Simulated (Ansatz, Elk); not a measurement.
**Bonding as seen by X-rays: Be3VSn2**

The structure of Be3VSn2 used here is made up (a known structure type with other elements) and was relaxed beforehand with PBEsol. The aim is the Fourier transform of its all-electron density, F(hkl), set beside the sum over free spherical atoms that refinements use.

Program: Elk 11.2.3 (patched build). Level of theory: DFT, PBE, all-electron APW+lo, Dirac cores, scalar-relativistic bands, static density, no spin. Results are calculated unless marked as measured.

This account leaves out most program logs.

The structure was built from a prototype and need not be the compound's stable phase.

### 1. Starting point

The structure is trigonal, space group R-3m (No. 166). The conventional cell has a = 4.903 Å, b = 4.903 Å, c = 12.065 Å, α = 90.00°, β = 90.00°, γ = 120.00°. Sn has 9 Be at 2.84 to 2.91 Å and 3 V at 2.87 Å and 4 Sn at 2.97 to 3.12 Å nearest. Nearest to V lie 6 Be at 2.46 Å and 6 Sn at 2.87 Å. Nearest to Be lie 4 Be at 2.45 Å and 2 V at 2.46 Å and 6 Sn at 2.84 to 2.91 Å. Farther neighbours are not listed.

### 2. Ground state and structure factors

An all-electron density is needed, since X-rays see the cores too. Task 0 finds the density and task 195 Fourier-transforms it; tshift is off so that phases refer to the origin typed.

Input file elk.in:

```
tasks
  0
  195

xctype
  20

spinpol
  .false.

rgkmax
  7.0

gmaxvr
  14.0

lmaxo
  7

lmaxapw
  8

swidth
  0.002

tshift
  .false.

ramdisk
  .false.

hmaxvr
  5.5

maxscl
  120

epspot
  1e-06

sppath
  './'

avec
  4.63243910174 2.67453996208 7.60010260538
  -4.63243910174 2.67453996208 7.60010260538
  0.00000000000 -5.34907992510 7.60010260504

atoms
  3
  'Sn.in'
  2
  0.3707576679 0.3707576679 0.3707576679   0.000000 0.000000 0.000000
  0.6292423321 0.6292423321 0.6292423321   0.000000 0.000000 0.000000
  'V.in'
  1
  0.0000000000 0.0000000000 0.0000000000   0.000000 0.000000 0.000000
  'Be.in'
  3
  0.0000000000 0.0000000000 0.5000000000   0.000000 0.000000 0.000000
  0.5000000000 0.0000000000 0.0000000000   0.000000 0.000000 0.000000
  0.0000000000 0.5000000000 0.0000000000   0.000000 0.000000 0.000000

ngridk
  6 6 6
```

Command:

```bash
> OMP_NUM_THREADS=4 elk
```

The job ended after 30 s (4 threads of Intel Xeon at 2.60GHz (Ice Lake), shared host; peak memory 0.21 GiB).

SFACRHO.OUT:

```text

h k l indices transformed by vhmat matrix:
   1.000000000       0.000000000       0.000000000    
   0.000000000       1.000000000       0.000000000    
   0.000000000       0.000000000       1.000000000    

      h      k      l  multipl.   |H|            Re(F)            Im(F)           |F|

      0      0      0      1   0.0000000       135.00000      0.21222614E-16   135.00000    
      1      1      1      2  0.82672375       79.576556     -0.17724302E-15   79.576556    
      1      0      0      6  0.83015975      -38.942887     -0.14289271E-15   38.942887    
      0     -1     -1      6  0.95759556       11.738231     -0.12446846E-15   11.738231    
     -1     -2     -1      6   1.3521411      -65.173217     -0.46454083E-15   65.173217    
      0      1     -1      6   1.3563449       94.685056     -0.33170919E-15   94.685056    
      2      2      1      6   1.5848526       63.586882     -0.70244692E-15   63.586882    
      2      1      0     12   1.5884407       75.279201      0.77391838E-15   75.279201    
      1     -1     -1      6   1.5902317      -42.354255      0.57573538E-15   42.354255    
     -2     -2     -2      2   1.6534475       32.667710     -0.29185170E-15   32.667710    
      2      0      0      6   1.6603195       16.726124     -0.11019197E-14   16.726124    
      2      2      0      6   1.9151911      -50.997359     -0.96545318E-16   50.997359    
      2      2      3      6   2.0819102      -41.000140     -0.32579665E-14   41.000140    
      3      1      1      6   2.0860080       50.083097      0.10033061E-14   50.083097    
      1      0     -2     12   2.0900977      -31.561982      0.33309450E-15   31.561982    
      2      1      3     12   2.1385884       22.534755     -0.18297264E-14   22.534755    
     -2      1     -1     12   2.1439059       8.1162072      0.39237112E-15   8.1162072    
      3      2      3      6   2.3395449       74.088732     -0.36000211E-14   74.088732
```

Elk indexes on the primitive cell of elk.in and gives |H| = 4π sin θ/λ in inverse bohr. Below, one row stands for each form hkl of the conventional cell (m members, Friedel mates merged), F is for one primitive cell and the density is static (no thermal factor). Free-atom factors are Waasmaier and Kirfel's, and R is Σm||F|−|F'||/Σm|F|.

```
hkl   m  sin θ/λ (Å⁻¹)  abs F, DFT  neutral atoms   diff.
003   2          0.124      79.577         79.669  -0.092
101   6          0.125      38.943         39.426  -0.483
012   6          0.144      11.738         11.688  +0.050
104   6          0.203      65.173         64.902  +0.271
110   6          0.204      94.685         94.989  -0.303
015   6          0.238      63.587         63.938  -0.351
113  12          0.239      75.279         75.646  -0.367
021   6          0.239      42.354         42.185  +0.169
006   2          0.249      32.668         32.954  -0.286
202   6          0.250      16.726         16.964  -0.238
024   6          0.288      50.997         50.912  +0.086
107   6          0.313      41.000         41.041  -0.041
205   6          0.314      50.083         50.034  +0.049
211  12          0.314      31.562         31.573  -0.011
```

### 3. The highest occupied states alone

An energy window below the Fermi level keeps the highest occupied states, to see at which angles they scatter; shallow core shells can lie inside it and anion s states outside. No new self-consistency is needed.

elk.in, as its differences from that of step 2:

```diff
@@ -1,3 +1,2 @@
 tasks
-  0
   195
@@ -40,2 +39,5 @@
 
+wsfac
+  -0.071490 0.596010
+
 sppath
```

Command:

```bash
> OMP_NUM_THREADS=4 elk
```

It took 7.6 s on 4 threads; peak memory 0.16 GiB.

States within 10 eV below the Fermi level hold 18.40 electrons; any levels below the window count with the cores, and a count that is not whole means the window cuts a band. Their amplitudes can exceed the total, where window and core parts have opposite phase:

```
hkl  sin θ/λ (Å⁻¹)  abs F, window  abs F, all
003          0.124          2.244      79.577
101          0.125          2.092      38.943
012          0.144          1.682      11.738
104          0.203          0.686      65.173
110          0.204          1.490      94.685
015          0.238          0.988      63.587
113          0.239          0.966      75.279
021          0.239          0.893      42.354
006          0.249          0.976      32.668
202          0.250          1.024      16.726
```

### 4. Another functional

The difference from free atoms is small, so it is set against the change that LDA (Perdew-Wang) makes.

elk.in, as its differences from that of step 3:

```diff
@@ -1,2 +1,3 @@
 tasks
+  0
   195
@@ -4,3 +5,3 @@
 xctype
-  20
+  3
 
@@ -39,5 +40,2 @@
 
-wsfac
-  -0.071490 0.596010
-
 sppath
```

Command:

```bash
> OMP_NUM_THREADS=4 elk
```

Elapsed: 16 s, on 4 threads; peak memory 0.16 GiB; 46 s of CPU time.

Against the first run R = 0.06 %; the largest change is -0.058 at 208.

### 5. Basis size

The basis and the expansions that go with it are enlarged, to see whether the differences are converged.

elk.in, as its differences from that of step 4:

```diff
@@ -5,3 +5,3 @@
 xctype
-  3
+  20
 
@@ -11,12 +11,12 @@
 rgkmax
-  7.0
+  8.5
 
 gmaxvr
-  14.0
+  18.0
 
 lmaxo
-  7
+  9
 
 lmaxapw
-  8
+  10
```

Command:

```bash
> OMP_NUM_THREADS=4 elk
```

The job ended after 73 s (4 threads; peak memory 0.4 GiB; 3.5 min of CPU time).

Against the first run R = 0.00 %; the largest change is +0.004 at 0 2 13.

### 6. Settings against the effect

```
                              run  R against the first run (%)  R against neutral atoms, low angle (%)  wall time
                    PBE, rgkmax 7                         0.00                                    0.49       30 s
                LDA (Perdew-Wang)                         0.06                                    0.48       16 s
rgkmax 8.5 with larger expansions                         0.00                                    0.49       73 s
```

### 7. Results

```
R against neutral atoms, sin θ/λ < 0.3 Å⁻¹ : 0.49 %
R against neutral atoms, 0.3 to 0.78 Å⁻¹   : 0.16 %
```

Independent neutral atoms miss the calculated amplitudes by R = 0.49 % below 0.3 Å⁻¹ and 0.16 % from there to 0.78 Å⁻¹; by shells, 0.73 % below 0.15 Å⁻¹ (3 forms), 0.45 % 0.15 to 0.3 (8 forms), 0.10 % 0.3 to 0.45 (23 forms), 0.17 % above 0.45 (114 forms). Bonding, aspherical density and the tables' own atoms all enter these figures, and the runs don't part them. The largest change of an amplitude is -0.48 electrons, at 101. The window's part falls from 18.4 electrons at the origin to at most 0.41 between 0.45 and 0.78 Å⁻¹. Below 0.3 Å⁻¹ the changes that finished (LDA (Perdew-Wang) and rgkmax 8.5 with larger expansions) move F by R = 0.03 % at most, against the 0.49 % that separates it from free atoms. The k-mesh has no finished test. These runs have no spin, though d or f shells may be open. Part of the difference isn't bonding: the tables are fits to free atoms and ions calculated by other methods than this functional. Thermal motion, anomalous dispersion and extinction are left out.

[Logs are printed without paths, hosts, clocks, repeated set-up lines and the standing remarks that a program may print on its own settings, such as how far it seeks lower states.]

[Hosts, paths, dates, database ids (printed as entryN), source tags and the programs' standing remarks are cut or masked in the printed files.]
